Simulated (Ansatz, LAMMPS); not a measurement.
**Structural relaxation of a frame of liquid ethyl methyl carbonate from 300 K (120 atoms)**

How does a frame of liquid ethyl methyl carbonate from 300 K (120 atoms) relax, and what do bonds, charges and levels look like afterwards?

Program: Ansatz 0.2.0. Level of theory: Kohn-Sham DFT, PBE+D4, PAW (set soft_2), plane waves. Results are calculated unless marked as measured.

Most raw output is cut from this account.

### Step 1. Starting point

The cell holds 120 atoms: 32 C, 24 O and 64 H. Cell: a = 11.104 Å, b = 11.104 Å, c = 11.104 Å, α = 90.0°, β = 90.0°, γ = 90.0°. 8 ethyl methyl carbonate placed at random, at 1.01 g/cm³; overlaps pushed apart, then 10 ps at 450 K with MMFF94 bonds, angles, torsions, charges and radii (Halgren, J. Comput. Chem. 17, 490 (1996)) in harmonic and 12-6 forms. Snapshot after 20 ps at 300 K and fixed volume.

Limits known from the start: The network of contacts between molecules at the start is that of the classical potential that made the cell. The density was typed from a rule of thumb and may lie off the real one at this temperature. Sampling is at Γ alone, for a cell whose shortest periodic width is 11 Å.

### Step 2. The classical run that made the cell

A classical potential supplies the starting structure, since it reaches far longer times than DFT.

This step: classical MD, MMFF94 bonds, angles, torsions, charges and radii (Halgren, J. Comput. Chem. 17, 490 (1996)) in harmonic and 12-6 forms (LAMMPS 22 Jul 2025 - Update 4).

File in.lmp:

```
# liquid ethyl methyl carbonate
units real
atom_style full
boundary p p p
bond_style harmonic
angle_style harmonic
dihedral_style opls
improper_style harmonic
special_bonds lj 0 0 0.5 coul 0 0 0.75
read_data data.lmp
neigh_modify delay 0 every 1 check yes one 4000
comm_modify cutoff 12.0
timestep 0.5
thermo_style custom step time temp pe press density
thermo_modify norm yes
# push overlapping molecules apart
pair_style soft 2.6
pair_coeff * * 0.0
variable a equal ramp(1,60)
fix ad all adapt 1 pair soft a * * v_a
velocity all create 450 878621 mom yes dist gaussian
fix lim all nve/limit 0.03
fix lan all langevin 450 450 50 878622 zero yes
thermo 1000
run 3000 post no
unfix ad
pair_style lj/cut/coul/long 9.0
pair_modify mix arithmetic tail yes
pair_coeff 1 1 0.0678 3.3680   # C
pair_coeff 2 2 0.0763 3.0430   # O
pair_coeff 3 3 0.0678 3.4070   # C
pair_coeff 4 4 0.0763 2.9870   # O
pair_coeff 5 5 0.0216 2.5400   # H
kspace_style pppm 1.0e-4
# [... 17 lines left out ...]
compute msd all msd com yes
thermo 5000
fix md all nvt temp 300 300 100
run 20000 post no
print "== T300: mean square displacement over the hold $(c_msd[4]:%.2f) A^2"
unfix md
uncompute msd
write_dump all custom T300.dump id type xs ys zs modify sort id
```

Started as:

```console
$ lmp -in in.lmp -log none -nocite
```

Run time: 31 s. Hardware: 1 thread of Intel Xeon Platinum 8175M at 2.50GHz (Skylake/Cascade Lake), shared host; peak memory 0.12 GiB.

The input also reads data.lmp (atoms, bonds and types; not printed here).

### Step 3. Single point at the start

A single point comes first, to see the forces before anything moves.

File input.yaml:

```yaml
crystal:
  lattice:
    - [11.10443, 0.0, 0.0]
    - [0.0, 11.10443, 0.0]
    - [0.0, 0.0, 11.10443]
  atoms:
    - { symbol: C, position: [0.71283, 0.34772, 0.72549] }
    - { symbol: C, position: [0.80014, 0.30507, 0.82135] }
    - { symbol: O, position: [0.75981, 0.19042, 0.87179] }
    - { symbol: C, position: [0.65592, 0.19616, 0.93713] }
    - { symbol: O, position: [0.60198, 0.28798, 0.9576] }
    - { symbol: O, position: [0.62295, 0.08331, 0.96741] }
    - { symbol: C, position: [0.50832, 0.07085, 0.02165] }
    - { symbol: H, position: [0.6274, 0.36926, 0.76716] }
    - { symbol: H, position: [0.75786, 0.42491, 0.67851] }
    - { symbol: H, position: [0.70682, 0.27141, 0.65872] }
    - { symbol: H, position: [0.81714, 0.37315, 0.89386] }
    - { symbol: H, position: [0.88464, 0.27965, 0.77071] }
    - { symbol: H, position: [0.53006, 0.04031, 0.11192] }
    - { symbol: H, position: [0.45283, 0.15667, 0.01645] }
    - { symbol: H, position: [0.44842, 0.99981, 0.98745] }
    - { symbol: C, position: [0.15882, 0.79531, 0.8363] }
    - { symbol: C, position: [0.14237, 0.92432, 0.79993] }
    - { symbol: O, position: [0.05296, 0.97576, 0.87483] }
    - { symbol: C, position: [0.08448, 0.05265, 0.96577] }
    - { symbol: O, position: [0.1866, 0.07233, 0.99741] }
    - { symbol: O, position: [0.98333, 0.10674, 0.00019] }
    - { symbol: C, position: [0.01484, 0.18004, 0.09645] }
    - { symbol: H, position: [0.07748, 0.74233, 0.82022] }
    - { symbol: H, position: [0.23149, 0.75711, 0.77884] }
    - { symbol: H, position: [0.19179, 0.77815, 0.92607] }
    - { symbol: H, position: [0.11936, 0.93322, 0.70477] }
    - { symbol: H, position: [0.22864, 0.96498, 0.8023] }
    - { symbol: H, position: [0.06044, 0.11857, 0.16348] }
    - { symbol: H, position: [0.07858, 0.25358, 0.07166] }
    - { symbol: H, position: [0.92942, 0.21671, 0.13041] }
    - { symbol: C, position: [0.08989, 0.54134, 0.07595] }
    - { symbol: C, position: [0.15035, 0.57338, 0.19573] }
    - { symbol: O, position: [0.26254, 0.50908, 0.21023] }
    - { symbol: C, position: [0.25458, 0.39419, 0.24185] }
    - { symbol: O, position: [0.15906, 0.35473, 0.27376] }
    - { symbol: O, position: [0.36451, 0.34275, 0.24188] }
    - { symbol: C, position: [0.35388, 0.22818, 0.29989] }
    - { symbol: H, position: [0.00041, 0.57799, 0.06739] }
    - { symbol: H, position: [0.14781, 0.57926, 0.00624] }
    - { symbol: H, position: [0.09812, 0.44245, 0.06744] }
    - { symbol: H, position: [0.09161, 0.55631, 0.27126] }
    - { symbol: H, position: [0.17704, 0.67451, 0.19242] }
    - { symbol: H, position: [0.30967, 0.2333, 0.38176] }
    - { symbol: H, position: [0.31943, 0.15276, 0.24596] }
    - { symbol: H, position: [0.44462, 0.20821, 0.33236] }
    - { symbol: C, position: [0.03784, 0.57534, 0.57811] }
    - { symbol: C, position: [0.93216, 0.58803, 0.48704] }
    - { symbol: O, position: [0.90562, 0.4833, 0.42596] }
    - { symbol: C, position: [0.79957, 0.48153, 0.36561] }
    - { symbol: O, position: [0.725, 0.55993, 0.36216] }
    - { symbol: O, position: [0.79408, 0.37714, 0.29881] }
    - { symbol: C, position: [0.68148, 0.35783, 0.24217] }
    - { symbol: H, position: [0.11587, 0.54004, 0.53544] }
    - { symbol: H, position: [0.05787, 0.65976, 0.62438] }
    - { symbol: H, position: [0.00848, 0.51594, 0.64578] }
    - { symbol: H, position: [0.95133, 0.6563, 0.41928] }
    - { symbol: H, position: [0.85127, 0.61338, 0.53612] }
    - { symbol: H, position: [0.60936, 0.33545, 0.30446] }
    - { symbol: H, position: [0.66005, 0.43352, 0.18304] }
    - { symbol: H, position: [0.68805, 0.28422, 0.18104] }
    - { symbol: C, position: [0.16807, 0.87953, 0.3696] }
    - { symbol: C, position: [0.29754, 0.8877, 0.33538] }
    - { symbol: O, position: [0.35717, 0.99012, 0.38305] }
    - { symbol: C, position: [0.38913, 0.98076, 0.50026] }
    - { symbol: O, position: [0.36869, 0.89476, 0.56428] }
    - { symbol: O, position: [0.44723, 0.08186, 0.53712] }
    - { symbol: C, position: [0.46178, 0.08294, 0.66908] }
    - { symbol: H, position: [0.15742, 0.89558, 0.4655] }
    - { symbol: H, position: [0.11268, 0.94226, 0.31673] }
    - { symbol: H, position: [0.144, 0.78558, 0.35741] }
    - { symbol: H, position: [0.30686, 0.89041, 0.23935] }
    - { symbol: H, position: [0.34273, 0.80668, 0.3707] }
    - { symbol: H, position: [0.53767, 0.14362, 0.68919] }
    - { symbol: H, position: [0.37334, 0.12051, 0.71083] }
    - { symbol: H, position: [0.47731, 0.99474, 0.70418] }
    - { symbol: C, position: [0.44579, 0.60403, 0.45947] }
    - { symbol: C, position: [0.41691, 0.60341, 0.59132] }
    - { symbol: O, position: [0.53218, 0.60872, 0.65476] }
    [... 36 atom lines left out ...]
    - { symbol: H, position: [0.78055, 0.95816, 0.8327] }
    - { symbol: H, position: [0.78463, 0.73526, 0.68068] }
    - { symbol: H, position: [0.894, 0.84816, 0.67298] }
    - { symbol: H, position: [0.57423, 0.87692, 0.26687] }
    - { symbol: H, position: [0.67516, 0.00411, 0.29012] }
    - { symbol: H, position: [0.72538, 0.85106, 0.27743] }
kpoints:
  mp_grid: { grid: [1, 1, 1] }
hamiltonian:
  xc: pbe
  dispersion: d4
scf:
  occupations: { method: fixed }
output:
  forces: true
  stress: true
  populations: true
  dos:
    method: { smearing: { sigma: 0.15 } }
    de: 0.1
    projected: { site_lists: { C: [C], H: [H], O: [O] } }
  eigenvalues: true
```

Started as:

```console
$ ansatz run input.yaml --threads 4 --pin off --max-ram 8192MiB --backend cpu --events-out ev --progress --plain --runs-dir out
```

Wall time 22 s (4 threads of Intel Xeon Platinum 8175M at 2.50GHz (Skylake/Cascade Lake), shared host); peak memory 1.5 GiB; 78 s of CPU time.

The run gave:

```yaml
free_energy: -22664.1473 eV
free_energy_per_atom: -188.8679 eV/atom
scf_cycles: 10
pressure: 0.6316 GPa
r_m_s_force_component: 0.8198 eV/Å
longest_force: 4.2 eV/Å
fermi_energy: -2.033 eV
spacing_of_highest_filled_and_lowest_empty_level: 5.425 eV
spilling_of_the_projection: 0.01372
```

The r.m.s. force component of 0.82 eV/Å and the pressure of 0.63 GPa set the starting point.

Neighbours are counted within 1.34 Å (H-C), 1.85 Å (C-C), 1.73 Å (C-O).

Length of the force by element and coordination:

```tsv
element	coordination	atoms	mean length of the force (eV/Å)	spread	least	most
C	all	32	1.77	0.864	0.397	4.20
C	3	8	1.78	0.994	0.397	3.55
C	4	24	1.76	0.816	0.426	4.20
H	all	64	0.895	0.493	0.0656	2.44
O	all	24	1.33	0.600	0.415	2.90
O	1	8	1.25	0.674	0.415	2.49
O	2	16	1.38	0.555	0.722	2.90
```

### Step 4. Relaxation

With the cell held, the atoms are moved downhill towards a nearby minimum.

input.yaml, the sections that differ from step 3:

```yaml
output:
  forces: true
relax:
  f_tol: 0.05
  max_steps: 200
# crystal, kpoints, hamiltonian, scf: as in step 3
```

It took 9.6 min on 4 threads; peak memory 1.3 GiB.

Relaxation path (22 of 50):

```tsv
step	energy less that of the first step (eV)	largest force component (eV/Å)
1	0.0000	3.4537
3	-3.5993	1.0184
6	-4.0845	0.4612
8	-4.1625	0.5886
10	-4.0436	0.6350
13	-4.2643	0.2177
15	-4.2795	0.5963
17	-4.2646	0.4212
20	-4.3527	0.4701
22	-4.3867	0.2749
24	-4.4334	0.4748
27	-4.4830	0.2254
29	-4.5005	0.1882
31	-4.5135	0.0943
34	-4.5216	0.0359
36	-4.5232	0.0683
38	-4.5259	0.0999
41	-4.5338	0.1025
43	-4.5388	0.0646
45	-4.5437	0.0852
48	-4.5500	0.0945
50	-4.5527	0.0277
```

Relaxation steps 10, 17 were tried and not accepted.

The atoms that moved most (Å):

```tsv
atom	dx	dy	dz	length
O50	1.888	0.522	-0.664	2.069
H58	1.012	1.595	-0.596	1.981
H57	1.526	1.084	-0.589	1.963
H59	1.865	-0.308	0.015	1.891
H115	-1.666	-0.336	0.794	1.876
H84	1.239	-1.344	0.246	1.844
H56	1.775	-0.351	0.057	1.810
H117	-0.869	1.058	1.100	1.756
```

The relaxation changed the energy by -37.9 meV/atom, and atoms moved by 1.1 Å r.m.s., 2.1 Å at most.

### Step 5. Distances and neighbours after relaxation

Bonds before and after, by the cutoffs listed below:

```tsv
pair	bonds before	bonds after	mean before (Å)	mean after (Å)	spread before (Å)	spread after (Å)
H-C	64	64	1.097	1.097	0.028	0.002
C-C	8	8	1.513	1.512	0.024	0.002
C-O	40	40	1.356	1.362	0.080	0.087
```

Density 1.01 g/cm³, 11.41 Å³ an atom.

Pair distribution functions g(r), in bins of 0.2 Å:

```tsv
r (Å)	total	H-H	H-C	H-O	C-C	C-O	O-O
1.00	4.12	0.00	14.50	0.00	0.00	0.00	0.00
1.20	0.46	0.00	0.21	0.00	0.00	3.78	0.00
1.40	1.26	0.00	0.00	0.00	0.00	11.80	0.00
1.60	0.26	0.00	0.00	0.00	3.66	0.00	0.00
1.80	1.33	4.70	0.00	0.00	0.00	0.00	0.00
2.00	0.65	0.00	0.00	3.02	0.00	0.00	0.00
2.20	1.09	0.00	2.27	0.38	0.00	0.00	9.05
2.40	0.58	0.36	0.09	0.61	3.05	0.97	0.00
2.60	1.22	1.69	0.89	1.74	0.00	1.09	0.00
2.80	0.62	0.68	0.17	1.51	0.00	0.47	0.00
3.00	0.62	1.35	0.32	0.68	0.00	0.00	0.00
3.20	0.73	0.86	1.08	0.54	0.32	0.27	0.18
3.40	0.79	0.52	0.97	0.96	0.10	1.23	0.66
3.60	0.86	0.73	0.93	0.57	0.56	1.94	0.58
3.80	1.05	0.86	1.09	1.69	0.52	0.75	0.52
4.00	1.08	0.89	1.10	1.23	1.57	0.90	1.06
4.20	1.09	0.97	1.10	1.25	1.26	1.00	0.96
4.40	1.11	1.13	1.04	1.08	1.64	0.91	1.17
4.60	1.11	0.98	1.13	1.25	1.55	1.04	0.62
4.80	1.17	1.25	1.14	0.94	1.73	1.09	1.23
5.00	1.13	1.14	1.46	0.84	0.89	1.10	0.84
5.20	1.13	1.17	1.02	0.97	1.61	1.23	1.33
5.40	1.02	1.11	1.01	0.94	1.05	1.02	0.92
```

Bonds by pair of elements; cutoffs follow the first minimum of g(r), held within bounds set by covalent radii, and pairs that aren't listed don't count as bonded:

```tsv
pair A-B	cutoff (Å)	bonds	mean length (Å)	spread (Å)	shortest (Å)	B about A	A about B
H-C	1.34	64	1.10	0.002	1.09	1	2
C-C	1.85	8	1.51	0.002	1.51	0.5	0.5
C-O	1.73	40	1.36	0.087	1.22	1.25	1.67
```

How many atoms have how many bonded neighbours:

```tsv
element	mean	1	2	3	4
C	3.75	0	0	8	24
H	1	64	0	0	0
O	1.67	8	16	0	0
```

Bond angles, per cent of each kind in bins of 5°:

```tsv
angle (°)	H-C-H	C-C-H	H-C-O	O-C-O	C-O-C
100–105	0.0	0.0	15.0	0.0	0.0
105–110	71.4	20.0	50.0	33.3	0.0
110–115	28.6	80.0	35.0	0.0	68.8
115–120	0.0	0.0	0.0	0.0	31.2
120–125	0.0	0.0	0.0	0.0	0.0
125–130	0.0	0.0	0.0	66.7	0.0
```

Bond angles (no mean is given where the spread exceeds 20°):

```tsv
angle	count	mean (°)	spread (°)
H-C-H	56	109	1
C-C-H	40	111	1
H-C-O	40	108	2.4
O-C-O	24	120	8.8
C-O-C	16	115	0.7
```

Bond length by coordination (bonds to H left out):

```tsv
element	coordination	atoms	mean bond length (Å)
C	3	8	1.30
C	4	24	1.48
O	1	8	1.22
O	2	16	1.40
```

By these cutoffs 75 % of C atoms have 4, all H atoms have 1 and 67 % of O atoms have 2 bonded neighbours. The H-C-H angle averages 109° with a spread of 1.0°.

(Part 1 of 2 ends here.)

[Logs are printed without paths, hosts, clocks, repeated set-up lines and the standing remarks that a program may print on its own settings, such as how far it seeks lower states.]

[Hosts, paths, dates, database ids (printed as entryN), source tags and the programs' standing remarks are cut or masked in the printed files.]

[The MMFF94 radii named for the starting cell were scaled by 0.96; in molecules described by MMFF94, hydrogen bound to N, O or S took a small fixed 12-6 site in their place.]
